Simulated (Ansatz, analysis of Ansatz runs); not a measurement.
**Can an added hole hop between V atoms in VSeO4 (P2_1/c)?**

Question: does an added hole stay on the V atom where it is started in VSeO4 (P2_1/c), and if so, how high is the barrier for a hop to another V site nearby? Model: a cell of 48 host atoms.

Main program and level: Ansatz 0.2.0; plane-wave PAW DFT, PBEsol+U; relaxation of all atoms of a supercell at fixed charge in a uniform background; PAW set soft_1.

### Step 1. The structure

The cell holds 48 atoms: 8 V, 8 Se and 32 O. Cell: a = 7.759 Å, b = 9.864 Å, c = 8.017 Å, α = 90.0°, β = 99.4°, γ = 90.0°. It derives from VSeO4 (space group P2_1/c). Nearest the centre at fractional (0.242, 0.504, 0.196): O18 at 0.33 Å, V2 at 1.94 Å, V26 at 1.94 Å, O14 at 2.44 Å, O10 at 2.54 Å, O22 at 2.58 Å, O36 at 2.62 Å, O12 at 2.96 Å.

Hubbard terms: V d 4.5 eV. They were chosen, not fitted, to curb self-interaction in the shells named, the trial site's among them. The two sites are V2 and V26. The cell's shortest repeat is 7.8 Å. The host's moments were started antiferromagnetic in the unit cell, high spin; both sites carry the same spin direction.

### Step 2. The cell without the carrier

The neutral cell is relaxed first, from small random displacements, so that bond lengths and moments with the carrier can be set beside those of a relaxed cell without it.

Input file neutral.relax/input.yaml:

```yaml
crystal:
  lattice:
    - [7.75944036, 0.0, -0.02813939]
    - [0.0, 9.86368493, 0.0]
    - [-1.28557589, 0.0, 7.91334729]
  atoms:
    - { symbol: V, position: [0.007728, 0.004356, 0.303904], spin: 1.0 }
    - { symbol: V, position: [0.492272, 0.504356, 0.196096], spin: 1.0 }
    - { symbol: V, position: [0.492271, 0.995644, 0.696096], spin: -1.0 }
    - { symbol: V, position: [0.007729, 0.495644, 0.803904], spin: -1.0 }
    - { symbol: Se, position: [0.09561, 0.790783, 0.035247] }
    - { symbol: Se, position: [0.40439, 0.290783, 0.464753] }
    - { symbol: Se, position: [0.404389, 0.209217, 0.964754] }
    - { symbol: Se, position: [0.095611, 0.709217, 0.535246] }
    - { symbol: O, position: [0.490025, 0.871247, 0.496706] }
    - { symbol: O, position: [0.009975, 0.371247, 0.003294] }
    - { symbol: O, position: [0.009975, 0.128753, 0.503294] }
    - { symbol: O, position: [0.490025, 0.628753, 0.996706] }
    - { symbol: O, position: [0.431909, 0.166592, 0.17385] }
    - { symbol: O, position: [0.068091, 0.666592, 0.32615] }
    - { symbol: O, position: [0.06809, 0.833408, 0.82615] }
    - { symbol: O, position: [0.43191, 0.333408, 0.67385] }
    - { symbol: O, position: [0.217165, 0.992809, 0.302093] }
    - { symbol: O, position: [0.282835, 0.492809, 0.197907] }
    - { symbol: O, position: [0.282834, 0.007191, 0.697906] }
    - { symbol: O, position: [0.217166, 0.507191, 0.802094] }
    - { symbol: O, position: [0.436666, 0.885649, 0.101115] }
    - { symbol: O, position: [0.063334, 0.385649, 0.398885] }
    - { symbol: O, position: [0.063333, 0.114351, 0.898885] }
    - { symbol: O, position: [0.436667, 0.614351, 0.601115] }
    - { symbol: V, position: [0.507728, 0.004356, 0.303904], spin: 1.0 }
    - { symbol: V, position: [0.992272, 0.504356, 0.196096], spin: 1.0 }
    - { symbol: V, position: [0.992271, 0.995644, 0.696096], spin: -1.0 }
    - { symbol: V, position: [0.507729, 0.495644, 0.803904], spin: -1.0 }
    - { symbol: Se, position: [0.59561, 0.790783, 0.035247] }
    - { symbol: Se, position: [0.90439, 0.290783, 0.464753] }
    - { symbol: Se, position: [0.904389, 0.209217, 0.964754] }
    - { symbol: Se, position: [0.595611, 0.709217, 0.535246] }
    - { symbol: O, position: [0.990025, 0.871247, 0.496706] }
    - { symbol: O, position: [0.509975, 0.371247, 0.003294] }
    - { symbol: O, position: [0.509975, 0.128753, 0.503294] }
    - { symbol: O, position: [0.990025, 0.628753, 0.996706] }
    - { symbol: O, position: [0.931909, 0.166592, 0.17385] }
    - { symbol: O, position: [0.568091, 0.666592, 0.32615] }
    - { symbol: O, position: [0.56809, 0.833408, 0.82615] }
    - { symbol: O, position: [0.93191, 0.333408, 0.67385] }
    - { symbol: O, position: [0.717165, 0.992809, 0.302093] }
    - { symbol: O, position: [0.782835, 0.492809, 0.197907] }
    - { symbol: O, position: [0.782834, 0.007191, 0.697906] }
    - { symbol: O, position: [0.717166, 0.507191, 0.802094] }
    - { symbol: O, position: [0.936666, 0.885649, 0.101115] }
    - { symbol: O, position: [0.563334, 0.385649, 0.398885] }
    - { symbol: O, position: [0.563333, 0.114351, 0.898885] }
    - { symbol: O, position: [0.936667, 0.614351, 0.601115] }
basis:
  ecutwfc: 420
  xc_grid: 2
hamiltonian:
  xc: pbesol
  hubbard:
    sites: [{ species: V, l: d, u_eff: 4.5 }]
    projectors: ortho-atomic
  pseudopotentials: { kind: paw, azcp: { folder: soft_1 }, xc_functional: pbe }
kpoints:
  mp_grid: { grid: [1, 1, 1] }
magnetization:
  spin_polarized: true
  initial_magnetization: 0
  spin_locking: { lock_magnetization: hard }
scf:
  occupations: { method: fermi_dirac, width: 0.01 }
  max_iter: 120
  lower_state_search: "off"
output:
  forces: true
relax:
  f_tol: 0.02
  max_steps: 70
  random_displacement: { amplitude: 0.04, seed: 8312 }
checkpoint:
  write: "../neutral.relax.run"
  compress: false
  write_wavefunctions: true
  write_every: 100000
```

The run is started by

```bash
> ansatz run input.yaml --threads 8 --pin off --max-ram 18841MiB --backend cpu --events-out ev --progress --plain --runs-dir out
```

Numbers of over 12 decimals in the logs are rounded to 6 here.

What it wrote:

```text
[... repeated set-up lines and file paths are left out, and long positions are rounded to six places ...]
Engine: ansatz 0.2.0, aarch64-unknown-linux-gnu
Pseudopotentials: kind: paw
Pseudopotential: V, paw, valence charge 13, recommended cutoff 420 eV (normal), soft_1/V.paw.azcp
Pseudopotential: Se, paw, valence charge 16, recommended cutoff 420 eV (normal), soft_1/Se.paw.azcp
Pseudopotential: O, paw, valence charge 6, recommended cutoff 420 eV (normal), soft_1/O.paw.azcp
Functional definition: PBEsol
  exchange = pbesol_x
  correlation = pbesol_c
Crystal: 48 atoms, lattice volume = 605.304 Å³
Basis set: ecut = 420 eV, 11813 PW (Γ), exchange–correlation on 108×144×108 points (8 copies of the dense FFT grid, shifted against one another)
Bands: 260, of which v1, the nominal top of the filled ones, is band 212 counted from 1 (211 counted from 0)
Symmetry: 1 space group operations
k-points: 1
Non-local potential: V, projectors of the file, l = 0: 3, l = 1: 2, l = 2: 3, l = 3: 1
Non-local potential: Se, projectors of the file, l = 0: 2, l = 1: 2, l = 2: 3, l = 3: 1
Non-local potential: O, projectors of the file, l = 0: 2, l = 1: 2, l = 2: 1
PAW form: soft (Blöchl's): semilocal exchange-correlation on the pseudo side does not see the compensation charge
PAW frozen core: V, regenerated for the run's functional, and the local potential with it (the file was generated under x = pbe(κ = 0.804, μ = 0.219515), c = pbe(β = 0.066725))
PAW frozen core: Se, regenerated for the run's functional, and the local potential with it (the file was generated under x = pbe(κ = 0.804, μ = 0.219515), c = pbe(β = 0.066725))
[...]
atom  22  O     -0.00688306    -0.00531884    -0.00074266
  [... 3 atoms left out ...]
  atom  26  V      0.00696690     0.00759500    -0.00735361
  [... 9 atoms left out ...]
  atom  36  O     -0.00148850    -0.00495444     0.00072451
  [... 1 atom left out ...]
  atom  38  O     -0.00163378    -0.00660571     0.00449562
  [... 7 atoms left out ...]
  atom  46  O     -0.00853764    -0.00369745    -0.00089347
  [... 2 atoms left out ...]
  max |Σ_I F_I| component: 3.98e-5 eV/Å
--- Band table (eV) ---
  k-point 0 ↑: bands = ["-58.3729", "-58.3706", "-58.3700", "-58.3685", [... 252 left out ...] "12.2971", "12.4022", "12.4228", "12.5053"]
  k-point 0 ↓: bands = ["-58.3722", "-58.3705", "-58.3696", "-58.3690", [... 252 left out ...] "12.2974", "12.4020", "12.4228", "12.5055"]
Occupation matrices written to <dir>
--- Relaxed structure (6 steps of the walk, 6 accepted, 0 SCFs on fresh bases) ---
  F+E_penalty+E_count = -84386.24598166 eV   max|allowed force component| = 1.578e-2 eV/Å
  atoms:
    - { symbol: V, position: [0.009494, 0.005241, 0.303971] }
    - { symbol: V, position: [0.491656, 0.505351, 0.195247] }
    [... 7 atoms left out ...]
    - { symbol: O, position: [0.011656, 0.372004, 0.000990] }
    [... 1 atom left out ...]
    - { symbol: O, position: [0.489091, 0.628350, 0.998212] }
    [... 1 atom left out ...]
    - { symbol: O, position: [0.064303, 0.668328, 0.322824] }
    [... 3 atoms left out ...]
    - { symbol: O, position: [0.284926, 0.478984, 0.200152] }
    [... 3 atoms left out ...]
    - { symbol: O, position: [0.066681, 0.388600, 0.404108] }
    [... 3 atoms left out ...]
    - { symbol: V, position: [0.991730, 0.505387, 0.195415] }
    [... 9 atoms left out ...]
    - { symbol: O, position: [0.989806, 0.628298, 0.998447] }
    [... 1 atom left out ...]
    - { symbol: O, position: [0.563751, 0.668394, 0.322508] }
    [... 7 atoms left out ...]
    - { symbol: O, position: [0.567000, 0.388581, 0.403928] }
    [... 2 atoms left out ...]
[key lines of the parts left out:]
SCF converged after 3 iterations
Magnetization: 0.0000 μB (212.0000 up, 212.0000 down)
Free energy (F): -84386.245982 eV
Fermi energy:    7.624430 (↑ 7.624358, ↓ 7.624504) eV
```

Wall time 26 s (8 threads of Arm Neoverse V2, shared host); peak memory 1.3 GiB; 3.1 min of CPU time.

The largest displacement from an ideal site is 0.141 Å.

### Step 3. The hole on the first site

The nearest neighbour or neighbours of the site start displaced and the site's starting moment is changed by the carrier's spin, since a carrier doesn't trap itself in the undistorted lattice.

Input file A.relax/input.yaml:

```yaml
crystal:
  lattice:
    - [7.75944036, 0.0, -0.02813939]
    - [0.0, 9.86368493, 0.0]
    - [-1.28557589, 0.0, 7.91334729]
  atoms:
    - { symbol: V, position: [0.009494, 0.005241, 0.303971], spin: 1.0 }
    - { symbol: V, position: [0.491656, 0.505351, 0.195247] }
    - { symbol: V, position: [0.491749, 0.994972, 0.695331], spin: -1.0 }
    - { symbol: V, position: [0.009451, 0.494922, 0.803865], spin: -1.0 }
    - { symbol: Se, position: [0.093739, 0.79272, 0.033491] }
    - { symbol: Se, position: [0.407503, 0.292705, 0.465695] }
    - { symbol: Se, position: [0.407357, 0.207791, 0.96564] }
    - { symbol: Se, position: [0.093891, 0.707731, 0.533657] }
    - { symbol: O, position: [0.489351, 0.871981, 0.498294] }
    - { symbol: O, position: [0.011656, 0.372004, 0.00099] }
    - { symbol: O, position: [0.012007, 0.128289, 0.501] }
    - { symbol: O, position: [0.489091, 0.62835, 0.998212] }
    - { symbol: O, position: [0.437058, 0.168349, 0.176463] }
    - { symbol: O, position: [0.064303, 0.668328, 0.322824] }
    - { symbol: O, position: [0.06361, 0.831997, 0.822596] }
    - { symbol: O, position: [0.437803, 0.331975, 0.676601] }
    - { symbol: O, position: [0.216245, 0.978926, 0.298991] }
    - { symbol: O, position: [0.297821, 0.479592, 0.200198] }
    - { symbol: O, position: [0.28496, 0.02099, 0.700319] }
    - { symbol: O, position: [0.21628, 0.520851, 0.798956] }
    - { symbol: O, position: [0.434405, 0.888674, 0.094907] }
    - { symbol: O, position: [0.066681, 0.3886, 0.404108] }
    - { symbol: O, position: [0.066605, 0.111693, 0.90408] }
    - { symbol: O, position: [0.434432, 0.611692, 0.595177] }
    - { symbol: V, position: [0.509279, 0.005318, 0.303714], spin: 1.0 }
    - { symbol: V, position: [0.99173, 0.505387, 0.195415], spin: 1.0 }
    - { symbol: V, position: [0.991478, 0.995007, 0.695334], spin: -1.0 }
    - { symbol: V, position: [0.5096, 0.495039, 0.8039], spin: -1.0 }
    - { symbol: Se, position: [0.593787, 0.792554, 0.033415] }
    - { symbol: Se, position: [0.907369, 0.292477, 0.465742] }
    - { symbol: Se, position: [0.907266, 0.20773, 0.965864] }
    - { symbol: Se, position: [0.593761, 0.707737, 0.533367] }
    - { symbol: O, position: [0.989387, 0.872011, 0.498413] }
    - { symbol: O, position: [0.511836, 0.372041, 0.000871] }
    - { symbol: O, position: [0.511324, 0.128269, 0.500707] }
    - { symbol: O, position: [0.989806, 0.628298, 0.998447] }
    - { symbol: O, position: [0.937136, 0.168237, 0.176684] }
    - { symbol: O, position: [0.559932, 0.660081, 0.315797] }
    - { symbol: O, position: [0.564248, 0.831958, 0.822604] }
    - { symbol: O, position: [0.937018, 0.332003, 0.676539] }
    - { symbol: O, position: [0.716122, 0.979051, 0.299214] }
    - { symbol: O, position: [0.784892, 0.479358, 0.20014] }
    - { symbol: O, position: [0.784651, 0.021383, 0.69989] }
    - { symbol: O, position: [0.716417, 0.521513, 0.799367] }
    - { symbol: O, position: [0.934247, 0.888633, 0.095173] }
    - { symbol: O, position: [0.567, 0.388581, 0.403928] }
    - { symbol: O, position: [0.566783, 0.111787, 0.90403] }
    - { symbol: O, position: [0.93451, 0.611638, 0.59519] }
total_charge: 1
basis:
  ecutwfc: 420
  xc_grid: 2
hamiltonian:
  xc: pbesol
  hubbard:
    sites: [{ species: V, l: d, u_eff: 4.5 }]
    projectors: ortho-atomic
  pseudopotentials: { kind: paw, azcp: { folder: soft_1 }, xc_functional: pbe }
kpoints:
  mp_grid: { grid: [1, 1, 1] }
magnetization:
  spin_polarized: true
  initial_magnetization: -1
  spin_locking: { lock_magnetization: hard }
scf:
  occupations: { method: fermi_dirac, width: 0.01 }
  max_iter: 120
  lower_state_search: "off"
output:
  forces: true
relax:
  f_tol: 0.015
  max_steps: 70
  escape_saddle: false
checkpoint:
  write: "../A.relax.run"
  compress: false
  write_wavefunctions: true
  write_every: 100000
```

What it wrote:

```text
[...]
Crystal: 48 atoms, lattice volume = 605.304 Å³
Basis set: ecut = 420 eV, 11813 PW (Γ), exchange–correlation on 108×144×108 points (8 copies of the dense FFT grid, shifted against one another)
Bands: 260, of which v1, the nominal top of the filled ones, is band 212 counted from 1 (211 counted from 0)
Symmetry: 1 space group operations
[...]
k-points: 1
[...]
Starting moments: Σ|m| = 7 μB on 7 of 48 sites
[...]
SCF iter   1: F=—  HF=-84417.594426 eV  |F-HF|=—  |Δ(HF+E_count)|=         —  Δρ=7.63e-2 (↑7.32e-2 ↓7.63e-2)  dr2=2.44e2  dr2_m=2.46e0  M=-1.000 μB ∫|m|=12.344 μB  β_m=0.30  ethr=3.10e-3  ⟨swp⟩=6.0  Hψ=1717  notcnv=0  defer=27
[...]
SCF iter  15: F=-84392.618784 eV  HF=-84392.618785 eV  |F-HF|=1.08e-7  |Δ(HF+E_count)|=   2.50e-6  Δρ=1.29e-5 (↑1.29e-5 ↓1.05e-5)  dr2=2.13e-6  dr2_m=2.31e-7  M=-1.000 μB ∫|m|=9.663 μB  ethr=1.33e-9  ⟨swp⟩=2.0  Hψ=1670  notcnv=0
SCF 1 converged in 15 iterations: F = -84392.618784 eV  dr2 = 2.13e-6
[...]
relax step   1: F+E_penalty+E_count = -84392.61878439 eV  Δ(F+E_penalty+E_count) = +0.000e0 eV  max|allowed force component| = 4.377e0 eV/Å  Δτ_max = 0.0000 Å  (15 SCF iters, dr2 threshold 5.63e-6 eV, accepted)
[...]
relax step   2: F+E_penalty+E_count = -84392.89728433 eV  Δ(F+E_penalty+E_count) = -2.785e-1 eV  max|allowed force component| = 2.014e0 eV/Å  Δτ_max = 0.0611 Å  (7 SCF iters, dr2 threshold 1.00e-4 eV, accepted)
relax step   3: F+E_penalty+E_count = -84392.99793985 eV  Δ(F+E_penalty+E_count) = -1.007e-1 eV  max|allowed force component| = 2.719e-1 eV/Å  Δτ_max = 0.0574 Å  (7 SCF iters, dr2 threshold 1.00e-4 eV, accepted)
relax step   4: F+E_penalty+E_count = -84393.01238556 eV  Δ(F+E_penalty+E_count) = -1.445e-2 eV  max|allowed force component| = 1.755e-1 eV/Å  Δτ_max = 0.0215 Å  (9 SCF iters, dr2 threshold 4.62e-6 eV, accepted)
relax step   5: F+E_penalty+E_count = -84393.01943158 eV  Δ(F+E_penalty+E_count) = -7.046e-3 eV  max|allowed force component| = 1.449e-1 eV/Å  Δτ_max = 0.0153 Å  (9 SCF iters, dr2 threshold 1.93e-6 eV, accepted)
relax step   6: F+E_penalty+E_count = -84393.02294005 eV  Δ(F+E_penalty+E_count) = -3.508e-3 eV  max|allowed force component| = 6.462e-2 eV/Å  Δτ_max = 0.0142 Å  (9 SCF iters, dr2 threshold 8.75e-6 eV, accepted)
relax step   7: F+E_penalty+E_count = -84393.02404345 eV  Δ(F+E_penalty+E_count) = -1.103e-3 eV  max|allowed force component| = 1.921e-2 eV/Å  Δτ_max = 0.0067 Å  (10 SCF iters, dr2 threshold 8.31e-7 eV, accepted)
relax step   8: F+E_penalty+E_count = -84393.02446087 eV  Δ(F+E_penalty+E_count) = -4.174e-4 eV  max|allowed force component| = 1.867e-2 eV/Å  Δτ_max = 0.0074 Å  (12 SCF iters, accepted)
relax step   9: F+E_penalty+E_count = -84393.02196791 eV  Δ(F+E_penalty+E_count) = +2.493e-3 eV  max|allowed force component| = 8.048e-2 eV/Å  Δτ_max = 0.0252 Å  (12 SCF iters, rejected (line search))
SCF iter   1: F=—  HF=-84393.025215 eV  |F-HF|=—  |Δ(HF+E_count)|=         —  Δρ=1.04e-3 (↑1.01e-3 ↓1.04e-3)  dr2=1.28e-2  dr2_m=9.91e-4  M=-1.000 μB ∫|m|=9.648 μB  β_m=0.30  ethr=2.49e-5  ⟨swp⟩=5.5  Hψ=1304  notcnv=0  defer=89
[...]
SCF iter  12: F=-84393.024679 eV  HF=-84393.024679 eV  |F-HF|=6.61e-9  |Δ(HF+E_count)|=   7.37e-8  Δρ=2.02e-6 (↑2.02e-6 ↓1.79e-6)  dr2=6.38e-8  dr2_m=4.47e-9  M=-1.000 μB ∫|m|=9.647 μB  ethr=2.36e-11  ⟨swp⟩=2.0  Hψ=1380  notcnv=0
SCF 10 converged in 12 iterations: F = -84393.024679 eV  dr2 = 6.38e-8
relax step  10: F+E_penalty+E_count = -84393.02467881 eV  Δ(F+E_penalty+E_count) = -2.179e-4 eV  max|allowed force component| = 8.528e-3 eV/Å  Δτ_max = 0.0066 Å  (12 SCF iters, accepted)
NSCF: frozen V_eff on 1 k-points
[...]
SCF converged after 12 iterations
Stability checked in part: among states of this total moment the steps that led to this state did not find it unstable. No probe was made; neither looks for a lower state of another moment (fixed_total_moment; see scf.lower_state_search)
Magnetization: -1.0000 μB (211.0000 up, 212.0000 down)
Absolute magnetization: 9.6677 μB (∫|ρ↑−ρ↓|, with the PAW one-centre terms)
[...]
Per-site moments (μB) at R_I (Å): [(0.738065, 0.673518), (-0.00926486, 0.661369), (-0.743153, 0.670512), [... 45 left out ...]
Free energy (F): -84393.024679 eV
[...]
Internal energy: -84393.024679 eV  (E = F + TS)
E sigma→0 (E₀):  -84393.024679 eV
Fermi energy:    7.232888 (↑ 7.240776, ↓ 7.231149) eV
[...]
--- Forces (eV/Å), atoms counted from 1 ---
  atom   1  V      0.00082830     0.00052751     0.00087664
  atom   2  V      0.00300885     0.00431574    -0.00808054
  [... 7 atoms left out ...]
  atom  10  O     -0.00116148     0.00059768    -0.00031307
  [... 1 atom left out ...]
  atom  12  O     -0.00174818    -0.00034021     0.00041423
  [... 1 atom left out ...]
  atom  14  O     -0.00203624    -0.00013926     0.00122463
  [... 3 atoms left out ...]
  atom  18  O     -0.00603363    -0.00132924     0.00074387
  [... 3 atoms left out ...]
  atom  22  O      0.00086590    -0.00081724     0.00216720
  [... 3 atoms left out ...]
  atom  26  V      0.00393641     0.00071437    -0.00378417
  [... 9 atoms left out ...]
  atom  36  O      0.00223290    -0.00092932    -0.00023299
  [... 1 atom left out ...]
  atom  38  O      0.00159388     0.00331094     0.00216804
  [... 7 atoms left out ...]
  atom  46  O      0.00282805     0.00064902     0.00224165
  [... 2 atoms left out ...]
  max |Σ_I F_I| component: 1.22e-5 eV/Å
--- Band table (eV) ---
[...]
Occupation matrices written to <dir>
--- Relaxed structure (10 steps of the walk, 9 accepted, 0 SCFs on fresh bases) ---
  F+E_penalty+E_count = -84393.02467881 eV   max|allowed force component| = 8.528e-3 eV/Å
  atoms:
    - { symbol: V, position: [0.011600, 0.004748, 0.304539] }
    - { symbol: V, position: [0.498834, 0.503183, 0.200956] }
    [... 7 atoms left out ...]
    - { symbol: O, position: [0.014613, 0.373407, 0.003504] }
    [... 1 atom left out ...]
    - { symbol: O, position: [0.492823, 0.624583, 1.004599] }
    [... 1 atom left out ...]
    - { symbol: O, position: [0.063034, 0.666728, 0.322064] }
    [... 3 atoms left out ...]
    - { symbol: O, position: [0.294346, 0.479298, 0.200337] }
    [... 3 atoms left out ...]
    - { symbol: O, position: [0.065400, 0.389858, 0.401724] }
    [... 3 atoms left out ...]
    - { symbol: V, position: [0.984779, 0.505802, 0.194939] }
    [... 9 atoms left out ...]
    - { symbol: O, position: [0.991124, 0.627728, 0.999556] }
    [... 1 atom left out ...]
    - { symbol: O, position: [0.560854, 0.661906, 0.318968] }
    [... 7 atoms left out ...]
    - { symbol: O, position: [0.564539, 0.388764, 0.388603] }
    [... 2 atoms left out ...]
```

Elapsed: 45 s, on 8 threads; peak memory 1.3 GiB.

Step by step:

```csv
step,energy less that of the first step (eV),largest force component (eV/Å)
1,0.0000,4.3765
2,-0.2785,2.0141
3,-0.3792,0.2719
4,-0.3936,0.1755
5,-0.4006,0.1449
6,-0.4042,0.0646
7,-0.4053,0.0192
8,-0.4057,0.0187
9,-0.4032,0.0805
10,-0.4059,0.0085
```

Relaxation step 9 was tried and not accepted.

The atoms that moved most (Å):

| atom | dx | dy | dz | length |
| --- | --- | --- | --- | --- |
| O46 | 0.001 | 0.002 | -0.121 | 0.121 |
| O13 | -0.080 | -0.007 | -0.017 | 0.082 |
| V2 | 0.048 | -0.021 | 0.045 | 0.069 |
| O16 | 0.057 | 0.015 | -0.036 | 0.069 |
| O12 | 0.021 | -0.037 | 0.050 | 0.066 |
| O34 | -0.029 | 0.037 | 0.031 | 0.056 |
| V26 | -0.053 | 0.004 | -0.004 | 0.054 |
| O42 | -0.048 | -0.003 | -0.018 | 0.051 |

The moves above count from the input, in which the site's nearest neighbours were already displaced; the distances below compare with the cell without the carrier.

Distances from V2 without and with the hole:

```csv
atom,without (Å),with (Å)
O18,1.63,1.60
O38,1.94,1.85
O46,2.04,1.88
O12,1.99,1.97
O34,2.06,2.02
```

The largest changes of the moments are -0.75 μB on V2, 0.12 μB on O18 and 0.01 μB on O12. The largest part sits on the chosen site.

(Part 1 of 2 ends here.)

[Logs are printed without paths, hosts, clocks, repeated set-up lines and the standing remarks that a program may print on its own settings, such as how far it seeks lower states.]

[Hosts, paths, dates, database ids (printed as entryN), source tags and the programs' standing remarks are cut or masked in the printed files.]
